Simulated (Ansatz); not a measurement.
**(PbS)2(CaSe)2 [001] superlattice, started as rocksalt type: the cell at rest**

Wanted: the relaxed cell of (PbS)2(CaSe)2 [001] superlattice, started as rocksalt type.

Calculated with Ansatz 0.2.0; DFT LDA, scalar-relativistic, plane waves, PAW.

The structure was built from a prototype and need not be the compound's stable phase.

## (1) Set-up

The structure is tetragonal, space group P4/nmm (No. 129). Conventional cell: a = 4.193 Å, b = 4.193 Å, c = 11.860 Å, α = 90.00°, β = 90.00°, γ = 90.00°. Nearest to Ca lie 1 S at 2.96 Å and 5 Se at 2.96 Å. Pb has 5 S at 2.96 Å and 1 Se at 2.96 Å nearest. Nearest to S lie 5 Pb at 2.96 Å and 1 Ca at 2.96 Å. Nearest to Se lie 5 Ca at 2.96 Å and 1 Pb at 2.96 Å. Farther neighbours and most contacts between anions are not listed.

## (2) A coarse first look

First a cheap look: the gap decides the mesh and the occupations, the pressure tells how far the cell has to move.

input.yaml

```yaml
crystal:
  lattice:
    - [2.965, 2.965, 0.0]
    - [-2.965, 2.965, 0.0]
    - [0.0, 0.0, 11.86]
  atoms:
    - { symbol: Ca, position: [0.0, 0.0, 0.5] }
    - { symbol: Ca, position: [0.5, 0.5, 0.75] }
    - { symbol: Pb, position: [0.0, 0.0, 0.0] }
    - { symbol: Pb, position: [0.5, 0.5, 0.25] }
    - { symbol: S, position: [0.5, 0.5, 0.0] }
    - { symbol: S, position: [0.0, 0.0, 0.25] }
    - { symbol: Se, position: [0.5, 0.5, 0.5] }
    - { symbol: Se, position: [0.0, 0.0, 0.75] }
kpoints:
  mp_grid: { grid: [4, 4, 2] }
hamiltonian:
  xc: lda
scf:
  occupations: { method: gaussian, width: 0.1 }
output:
  forces: true
  stress: true
  eigenvalues: true
```

Run with:

```bash
$ ansatz run input.yaml --threads 8 --pin off --max-ram 14336MiB --backend cpu --events-out ev --progress --plain --runs-dir out
```

Numbers of over 12 decimals in the logs are rounded to 6 here.

What it wrote:

```text
Engine: ansatz 0.2.0, aarch64-unknown-linux-gnu
Pseudopotentials: kind: paw
Pseudopotential: Ca, paw, valence charge 10, recommended cutoff 420 eV (normal), Ca.paw.azcp
Pseudopotential: Pb, paw, valence charge 14, recommended cutoff 420 eV (normal), Pb.paw.azcp
Pseudopotential: S, paw, valence charge 6, recommended cutoff 420 eV (normal), S.paw.azcp
[...]
k-point 0: bands = [... 42 lower, 6.1382, 6.3051, 6.6487, 6.6487, 9.0656, 9.8536, 10.6680, 11.0705, ... 5 higher]
  k-point 1: bands = [... 42 lower, 6.1832, 6.6126, 6.6126, 7.0149, 9.0684, 9.8445, 9.9769, 10.9538, ... 5 higher]
  k-point 2: bands = [... 42 lower, 5.9095, 6.2111, 6.2667, 6.8036, 10.1424, 10.2309, 10.4774, 10.7865, ... 5 higher]
  k-point 11: bands = [... 42 lower, 5.4941, 5.4941, 6.5269, 6.5269, 9.6984, 9.6984, 10.7908, 10.7908, ... 5 higher]
[key lines of the parts left out:]
SCF converged after 7 iterations
Free energy (F): -39265.896131 eV
Fermi energy:    8.174324 eV
P = ⅓ Tr σ = -2.6941 GPa (-26.941 kbar)
```

It took 2.8 s on 8 threads of Arm Neoverse V1, shared host; peak memory 0.85 GiB.

A gap read on the k-mesh alone can miss the band edges.

This step gave:

| Property | Result |
| --- | --- |
| pressure | -2.694 GPa |
| gap on the k-mesh | 1.231 eV |
| volume per atom | 26.07 Å³ |
| direct gap on mesh | 1.288 eV |

The coarse mesh shows a gap of 1.23 eV and a pressure of -2.7 GPa.

## (3) Relaxation

Harmonic phonons are second derivatives at a point where the forces vanish, and they are wanted at zero stress, so atoms and cell are relaxed first.

input.yaml, the sections that differ from step 2:

```yaml
kpoints:
  mp_grid: { grid: [6, 6, 2] }
scf:
  occupations: { method: gaussian, width: 0.02 }
output:
  forces: true
  stress: true
  eigenvalues: true
  write_density: true
  write_potential: true
  elf: true
  volumetric_format: npy
relax:
  adjacent_minimum: "off"
  f_tol: 0.005
  max_steps: 80
  cell: { stress_tol: 0.05 }
# crystal, hamiltonian: as in step 2
```

What it wrote:

```text
[...]
Crystal: 8 atoms, lattice volume = 208.528 Å³
Basis set: ecut = 420 eV, 3995 PW (Γ)
Bands: 56, of which v1, the nominal top of the filled ones, is band 46 counted from 1 (45 counted from 0)
Symmetry: 16 space group operations
[...]
k-points: 20 of 72
[...]
SCF iter   1: F=—  HF=-39265.955924 eV  |F-HF|=—  |Δ(HF+E_count)|=         —  Δρ=5.33e-3  dr2=6.62e-2  ethr=1.77e-3  ⟨swp⟩=10.7  Hψ=5864  notcnv=0  defer=1
[...]
SCF iter   7: F=-39265.937429 eV  HF=-39265.937429 eV  |F-HF|=3.83e-8  |Δ(HF+E_count)|=   1.38e-7  Δρ=3.47e-6  dr2=3.91e-8  ethr=1.09e-10  ⟨swp⟩=15.1  Hψ=9023  notcnv=0
SCF 1 converged in 7 iterations: F = -39265.937429 eV  dr2 = 3.91e-8
[...]
relax step   1: F+E_penalty+E_count = -39265.93742886 eV  Δ(F+E_penalty+E_count) = +0.000e0 eV  max|allowed force component| = 4.223e-1 eV/Å  Δτ_max = 0.0000 Å  P = -2.765 GPa  Ω = 208.528 Å³  (7 SCF iters, dr2 threshold 1.00e-7 eV, accepted)
Crystal: 8 atoms, lattice volume = 190.566 Å³
Basis set: ecut = 420 eV, 3743 PW (Γ)
[...]
iter 1 solved again at ethr=1.08e-3 eV; its pass at ethr=3.10e-3 eV (dr2=9.96e-1 eV) is discarded
[...]
SCF iter   7: F=-39265.982947 eV  HF=-39265.982947 eV  |F-HF|=3.22e-8  |Δ(HF+E_count)|=   8.40e-7  Δρ=1.50e-5  dr2=4.16e-7  ethr=8.70e-10  ⟨swp⟩=17.9  Hψ=10993  notcnv=0
the search or the solves at the SCF's close seem to have found levels that the self-consistency loop had missed (the run counts 1). By its estimate they hold under 1e-12 electrons; where the run keeps them, the occupations were computed again with them
SCF 2 converged in 7 iterations: F = -39265.982947 eV  dr2 = 4.16e-7
relax step   2: F+E_penalty+E_count = -39265.98294691 eV  Δ(F+E_penalty+E_count) = -4.552e-2 eV  max|allowed force component| = 4.836e-1 eV/Å  Δτ_max = 0.1258 Å  P = +2.404 GPa  Ω = 190.566 Å³  energy of the carried Pulay correction = +1.801e-3 eV  (7 SCF iters, dr2 threshold 8.00e-7 eV, accepted)
Crystal: 8 atoms, lattice volume = 198.289 Å³
Basis set: ecut = 420 eV, 3887 PW (Γ)
[...]
SCF iter   7: F=-39266.108608 eV  HF=-39266.108608 eV  |F-HF|=2.50e-8  |Δ(HF+E_count)|=   3.67e-7  Δρ=8.38e-6  dr2=1.42e-7  ethr=8.70e-10  ⟨swp⟩=17.4  Hψ=11343  notcnv=0
SCF 3 converged in 7 iterations: F = -39266.108608 eV  dr2 = 1.42e-7
relax step   3: F+E_penalty+E_count = -39266.10860825 eV  Δ(F+E_penalty+E_count) = -1.257e-1 eV  max|allowed force component| = 9.679e-2 eV/Å  Δτ_max = 0.0570 Å  P = -0.177 GPa  Ω = 198.289 Å³  energy of the carried Pulay correction = +1.007e-3 eV  (7 SCF iters, dr2 threshold 8.00e-7 eV, accepted)
[...]
relax step   4: F+E_penalty+E_count = -39266.11193542 eV  Δ(F+E_penalty+E_count) = -3.327e-3 eV  max|allowed force component| = 5.403e-2 eV/Å  Δτ_max = 0.0088 Å  P = -0.010 GPa  Ω = 197.755 Å³  energy of the carried Pulay correction = +1.061e-3 eV  (5 SCF iters, dr2 threshold 5.85e-7 eV, accepted)
[...]
relax step   5: F+E_penalty+E_count = -39266.11325402 eV  Δ(F+E_penalty+E_count) = -1.319e-3 eV  max|allowed force component| = 6.645e-3 eV/Å  Δτ_max = 0.0141 Å  P = +0.027 GPa  Ω = 197.686 Å³  energy of the carried Pulay correction = +1.068e-3 eV  (5 SCF iters, dr2 threshold 1.82e-7 eV, accepted)
[...]
relax step   6: F+E_penalty+E_count = -39266.11326633 eV  Δ(F+E_penalty+E_count) = -1.231e-5 eV  max|allowed force component| = 1.346e-3 eV/Å  Δτ_max = 0.0009 Å  P = +0.002 GPa  Ω = 197.770 Å³  energy of the carried Pulay correction = +1.060e-3 eV  (5 SCF iters, dr2 threshold 2.76e-9 eV, accepted)
[...]
SCF iter   1: F=—  HF=-39266.112274 eV  |F-HF|=—  |Δ(HF+E_count)|=         —  Δρ=5.03e-5  dr2=8.46e-7  ethr=8.50e-7  ⟨swp⟩=3.2  Hψ=8500  notcnv=0
eigensolver tolerance schedule: the retry pair's looser diagonalisation over-reported the residual by 924.01 of it (diagonalisation noise at 0.34 of the residual, at the tolerance the schedule requests for it); recorded, not acted on — ethr = c·dr2/N_el stays at c = 1.0e-1
SCF iter   2: F=—  HF=-39266.112270 eV  |F-HF|=—  |Δ(HF+E_count)|=   3.97e-6  Δρ=2.56e-5  dr2=2.34e-7  ethr=9.19e-10  ⟨swp⟩=2.5  Hψ=2070  notcnv=0
[...]
SCF iter   6: F=-39266.112270 eV  HF=-39266.112270 eV  |F-HF|=7.28e-12  |Δ(HF+E_count)|=  2.91e-11  Δρ=6.35e-8  dr2=6.06e-12  ethr=1.00e-12  ⟨swp⟩=6.3  Hψ=4879  notcnv=0
SCF 7 converged in 6 iterations: F = -39266.112270 eV  dr2 = 6.06e-12
relax step   7: F+E_penalty+E_count = -39266.11226976 eV  Δ(F+E_penalty+E_count) = +9.966e-4 eV  max|allowed force component| = 1.359e-3 eV/Å  Δτ_max = 0.0000 Å  P = +0.001 GPa  Ω = 197.770 Å³  stress off target by 2.91e-3 GPa  SCF on the basis re-selected at this cell (its energy is not comparable with the rows above)  (6 SCF iters)
basis re-selected at this cell: Δ(F+E_penalty+E_count) = +9.966e-4 eV, ΔP = -0.002 GPa vs the last step (what re-selecting the basis moved, of the pressure what is left beyond the Pulay correction that the steps carried, after the strain that the cell walked since its last selection, with what the two solves' SCF thresholds leave and, on support functions, any second-order correction that the steps lacked; it is no m [...]
SCF converged after 6 iterations
Free energy (F): -39266.112270 eV
[...]
Internal energy: -39266.112270 eV  (E = F + TS)
E sigma→0 (E₀):  -39266.112270 eV
Fermi energy:    8.762553 eV
[...]
--- Forces (eV/Å), atoms counted from 1 ---
  atom   1  Ca    -0.00000000     0.00000000    -0.00132732
  atom   2  Ca     0.00000000     0.00000000     0.00132732
  atom   3  Pb    -0.00000000     0.00000000     0.00043713
  atom   4  Pb     0.00000000     0.00000000    -0.00043713
  atom   5  S      0.00000000     0.00000000    -0.00010460
  atom   6  S     -0.00000000     0.00000000     0.00010460
  atom   7  Se    -0.00000000     0.00000000    -0.00135889
  atom   8  Se     0.00000000     0.00000000     0.00135889
  max |Σ_I F_I| component: 2.17e-19 eV/Å
--- Stress (GPa, compression-positive) ---
       -0.000625       0.000000       0.000000
        0.000000      -0.000625       0.000000
        0.000000       0.000000       0.002911
  P = ⅓ Tr σ = 0.0006 GPa (0.006 kbar)
--- Band table (eV; the first three rows and the last of 20) ---
  k-point 0: bands = [... 42 lower, 6.8523, 6.9451, 7.4490, 7.4490, 9.7692, 10.5370, 11.7278, 11.9570, ... 6 higher]
  k-point 1: bands = [... 42 lower, 6.8730, 7.4274, 7.4274, 7.7873, 9.7735, 10.5233, 11.0127, 11.4597, ... 6 higher]
  k-point 2: bands = [... 42 lower, 6.7096, 6.7204, 7.1756, 7.1788, 10.4309, 11.0211, 11.5761, 11.6547, ... 6 higher]
  k-point 19: bands = [... 42 lower, 6.2520, 6.2520, 7.1004, 7.1004, 10.5253, 10.5253, 11.4323, 11.4323, ... 6 higher]
--- Relaxed structure (6 steps of the walk, 6 accepted, 1 SCFs on fresh bases) ---
  F+E_penalty+E_count = -39266.11226976 eV   max|allowed force component| = 1.359e-3 eV/Å   (the final SCF, on the basis selected at the relaxed cell)
  cell:  # Å, volume = 197.7698 Å³
    - [2.910443, 2.910443, 0.0]
    - [-2.910443, 2.910443, 0.0]
    - [0.0, 0.0, 11.673786]
  atoms:
    - { symbol: Ca, position: [0, 0, 0.496178] }
    - { symbol: Ca, position: [0.5, 0.5, 0.753822] }
    - { symbol: Pb, position: [0, 0, 0.000527712] }
    - { symbol: Pb, position: [0.5, 0.5, 0.249472] }
    - { symbol: S, position: [0.5, 0.5, -0.00824726] }
    - { symbol: S, position: [0, 0, 0.258247] }
    - { symbol: Se, position: [0.5, 0.5, 0.503338] }
    - { symbol: Se, position: [0, 0, 0.746662] }
```

Run time: 19 s. Hardware: 8 threads; peak memory 0.94 GiB.

Step by step:

```csv
step,energy less that of the first step (eV),largest force component (eV/Å),pressure (GPa),volume (Å³)
1,0.0000,0.4223,-2.76,208.53
2,-0.0455,0.4836,2.40,190.57
3,-0.1712,0.0968,-0.18,198.29
4,-0.1745,0.0540,-0.01,197.76
5,-0.1758,0.0066,0.03,197.69
6,-0.1758,0.0013,0.00,197.77
7*,-0.1748,0.0014,0.00,197.77
```

Relaxation steps marked * repeat the geometry before them on a plane-wave basis chosen anew for their cell, so energy and pressure can jump there.

Forces are held to the 16 operations that the run works with; a distortion that breaks them can't arise in this run.

```csv
"conventional cell, symmetrised",before,after,change
a (Å),4.193,4.116,-1.8 %
b (Å),4.193,4.116,-1.8 %
c (Å),11.860,11.674,-1.6 %
volume (Å³/atom),26.07,24.72,-5.2 %
```

The atoms that moved most (Å, as changes of fractional coordinates times the final cell):

```csv
atom,dx,dy,dz,length
S5,0.000,0.000,-0.096,0.096
S6,0.000,0.000,0.096,0.096
Ca2,0.000,0.000,0.045,0.045
Ca1,0.000,0.000,-0.045,0.045
Se7,0.000,0.000,0.039,0.039
Se8,0.000,0.000,-0.039,0.039
Pb4,0.000,0.000,-0.006,0.006
Pb3,0.000,0.000,0.006,0.006
```

The relaxed structure:

```cif
data_structure
_symmetry_space_group_name_H-M 'P 1'
_symmetry_Int_Tables_number 1
_cell_length_a 4.1160
_cell_length_b 4.1160
_cell_length_c 11.6738
_cell_angle_alpha 90.000
_cell_angle_beta 90.000
_cell_angle_gamma 90.000
_cell_volume 197.77
loop_
_atom_site_label
_atom_site_type_symbol
_atom_site_fract_x
_atom_site_fract_y
_atom_site_fract_z
_atom_site_occupancy
Ca1 Ca 0.00000 0.00000 0.49618 1
Ca2 Ca 0.50000 0.50000 0.75382 1
Pb3 Pb 0.00000 0.00000 0.00053 1
Pb4 Pb 0.50000 0.50000 0.24947 1
S5 S 0.50000 0.50000 0.99175 1
S6 S 0.00000 0.00000 0.25825 1
Se7 Se 0.50000 0.50000 0.50334 1
Se8 Se 0.00000 0.00000 0.74666 1
```

This step gave:

- pressure: 5.54e-4 GPa
- gap on the k-mesh: 1.145 eV
- volume per atom: 24.72 Å³
- direct gap on mesh: 1.189 eV

Electrostatic potential energy in the ac plane at fractional y = 0.000, with atoms of Ca and Pb and S and Se within 0.2 Å of it. With pseudopotentials it is smooth inside the atoms' cores, unlike the true potential.

Values in eV, 24 rows by 14 columns, each cell a mean:
```
-25 -30 -30 -12   6   9  11  12  11   9   1 -18 -32 -28
-24 -20  -7   3   9  11  12  12  11  10   7   1 -13 -21
  5   6   8  10  11  12  12  12  12  12  11   9   7   6
  4   6   9  11  12  12  12  12  12  12  11  10   8   5
 -9  -9  -4   5  11  12  12  12  12  11   9   3  -7  -9
  2  -2 -10  -3   9  11  11  11  11  11   6  -7  -8   0
  0  -4 -10  -2   9  11  12  12  12  11   6  -5  -9  -2
 -8  -7   1   8  11  12  12  12  12  12  10   6  -3  -7
  7   7   9  11  12  12  12  12  12  12  11  10   9   7
  3   4   7   9  11  11  12  12  12  11  10   8   6   4
-23 -18  -5   3   8  10  12  12  11  10   7   2 -10 -20
-34 -34 -24  -5   6   9  11  11  11   9   3  -9 -31 -34
-34 -34 -21  -3   6   9  11  11  11   9   4  -7 -28 -34
-15 -11  -1   5   9  10  12  12  11  10   8   4  -5 -12
  6   7   8  10  11  12  12  12  12  11  10   9   8   6
  2   4   8  10  12  12  12  12  12  12  11  10   7   4
-25 -22  -6   6  11  12  12  12  12  12  10   4 -14 -23
-20 -28 -22   0  10  11  12  12  12  11   7  -5 -29 -25
-27 -26 -11   4  10  12  12  12  12  11   9   1 -19 -27
 -2   1   7  10  12  12  12  12  12  12  11  10   5   0
  9   9  10  11  12  12  12  12  12  12  12  11  10   9
 -3   0   5   8  10  11  12  12  12  11   9   7   3  -1
-31 -30 -19  -3   7  10  11  12  11   9   5  -7 -26 -31
-18 -25 -33 -17   5   9  11  12  11   8  -1 -23 -32 -23
```
Columns run along a (4.1 Å; values clipped at the 3rd and 97th percentile), rows up along c (11.7 Å). Atoms in or near the plane, at fractional coordinates: Ca at (0.00, 0.50), Pb at (0.00, 0.00), S at (0.00, 0.26), Se at (0.00, 0.75).

ELF in the ac plane at fractional y = 0.000, with atoms of Ca and Pb and S and Se within 0.2 Å of it. It is the smooth field of the valence electrons, not physical close to the nuclei.

Ten even steps from '_' (0.01) to '@' (0.84), each cell a mean:
```
__..====--..______..--==--..
======--..________..::--====
----::....__________..::::--
####**++--..______::==++**##
%%%%@@%%##++..__::++%%@@@@%%
::==%%@@%%**::..--##@@@@##==
--**@@@@%%**....--##@@@@%%++
@@@@@@%%##==..__::++%%%%@@@@
####**++--..______..==++**##
::..____________________..::
@@%%++..______________::##%%
@@@@@@++____________..##@@@@
@@@@@@++____________..**@@@@
##**--..______________..++##
::::::..____________....::::
@@@@%%##--..______..++##@@@@
##@@@@@@**::____..--##@@@@%%
__--@@@@##--____..==%%@@##::
**%%@@@@**--____..==%%@@@@##
@@@@%%##==..______::++##@@@@
==----::..__________..::--==
------::..__________..::----
::--====::..______..--====--
____--==--..______::====::__
```
Columns run along a (4.1 Å), rows up along c (11.7 Å). Atoms in or near the plane, at fractional coordinates: Ca at (0.00, 0.50), Pb at (0.00, 0.00), S at (0.00, 0.26), Se at (0.00, 0.75).

Valence density in the ac plane at fractional y = 0.000, with atoms of Ca and Pb and S and Se within 0.2 Å of it. It is the smooth field of the valence electrons, not physical close to the nuclei.

Ten steps, logarithmic in the rise over the least value, from '0' (0 e/Å³) to '9' (28 e/Å³), each cell a mean:
```
66421000001356
43210000000123
11000000000011
11100000000011
54210000001234
98421000001269
97421000001258
33210000001123
11100000000011
11000000000001
44210000000134
66420000001256
66420000000256
33100000000023
11000000000001
22100000000112
33210000001233
12321000001232
33221000001233
22110000000122
11000000000001
21100000000012
54320000001245
76531000001357
```
Columns run along a (4.1 Å), rows up along c (11.7 Å). Atoms in or near the plane, at fractional coordinates: Ca at (0.00, 0.50), Pb at (0.00, 0.00), S at (0.00, 0.26), Se at (0.00, 0.75).

In this step the volume went from 26.07 to 24.72 Å³/atom.

## (4) Relaxing to small forces for the phonons

Phonons need a cell at rest on their own settings, so the relaxation is repeated with tight tolerances on forces and stress on the k mesh and occupations of the first response run.

input.yaml

```yaml
crystal:
  lattice:
    - [2.9104431366, 2.9104431366, 0.0]
    - [-2.9104431366, 2.9104431366, 0.0]
    - [0.0, 0.0, 11.6737859527]
  atoms:
    - { symbol: Ca, position: [0.0, 0.0, 0.4961778538] }
    - { symbol: Ca, position: [0.5, 0.5, 0.7538221462] }
    - { symbol: Pb, position: [0.0, 0.0, 0.0005277124] }
    - { symbol: Pb, position: [0.5, 0.5, 0.2494722876] }
    - { symbol: S, position: [0.5, 0.5, -0.0082472613] }
    - { symbol: S, position: [0.0, 0.0, 0.2582472613] }
    - { symbol: Se, position: [0.5, 0.5, 0.5033381845] }
    - { symbol: Se, position: [0.0, 0.0, 0.7466618155] }
kpoints:
  mp_grid: { grid: [8, 8, 2] }
hamiltonian:
  xc: lda
scf:
  occupations: { method: fixed }
output:
  forces: true
  stress: true
  eigenvalues: true
relax:
  adjacent_minimum: "off"
  f_tol: 0.001
  max_steps: 60
  cell: { stress_tol: 0.01 }
```

What it wrote:

```text
[...]
Crystal: 8 atoms, lattice volume = 197.770 Å³
Basis set: ecut = 420 eV, 3887 PW (Γ)
Bands: 56, of which v1, the nominal top of the filled ones, is band 46 counted from 1 (45 counted from 0)
[... 1 set-up line as in the run before ...]
[...]
k-points: 30 of 128
[...]
- [2.910136, 2.910136, 0.0]
    - [-2.910136, 2.910136, 0.0]
    - [0.0, 0.0, 11.676136]
  atoms:
    - { symbol: Ca, position: [0, 0, 0.496160] }
    - { symbol: Ca, position: [0.5, 0.5, 0.753840] }
    - { symbol: Pb, position: [0, 0, 0.00045315] }
    - { symbol: Pb, position: [0.5, 0.5, 0.249547] }
    - { symbol: S, position: [0.5, 0.5, -0.00834104] }
    - { symbol: S, position: [0, 0, 0.258341] }
    - { symbol: Se, position: [0.5, 0.5, 0.503322] }
    - { symbol: Se, position: [0, 0, 0.746678] }
[key lines of the parts left out:]
SCF converged after 4 iterations
Free energy (F): -39266.113563 eV
Fermi energy:    8.191516 eV
P = ⅓ Tr σ = 0.0006 GPa (0.006 kbar)
```

It took 15 s on 8 threads; peak memory 0.94 GiB; 1.7 min of CPU time.

Little changed from the start: no atom moved by 0.005 Å and no cell edge by 0.1 %.

Numbers from this step:

```
pressure           : 5.82e-4 GPa
gap on the k-mesh  : 1.144 eV
direct gap on mesh : 1.187 eV
```

The largest force component left is 0.63 meV/Å and the pressure is 0.001 GPa, within the tolerances set. The cell now holds 24.72 Å³/atom.

## (5) Summary of results

| Item | Value |
| --- | --- |
| space group after relaxation (within 0.01 Å) | P4/nmm |
| lattice constant a | 4.116 Å |
| lattice constant b | 4.116 Å |
| lattice constant c | 11.676 Å |
| volume per atom | 24.7 Å³ |
| gap on the k-mesh | 1.14 eV |

The largest force component left is 0.63 meV/Å and the pressure is 0.001 GPa, within the tolerances set. The cell now holds 24.72 Å³/atom. The relaxation keeps the symmetry of its start, so it says nothing on stability against lower symmetry. Spin-orbit coupling is left out, which can matter for the heavy elements here. The starting cell was built on a prototype and not taken from a measurement, so the phase need not exist.

[Logs are printed without paths, hosts, clocks, repeated set-up lines and the standing remarks that a program may print on its own settings, such as how far it seeks lower states.]

[Hosts, paths, dates, database ids (printed as entryN), source tags and the programs' standing remarks are cut or masked in the printed files.]
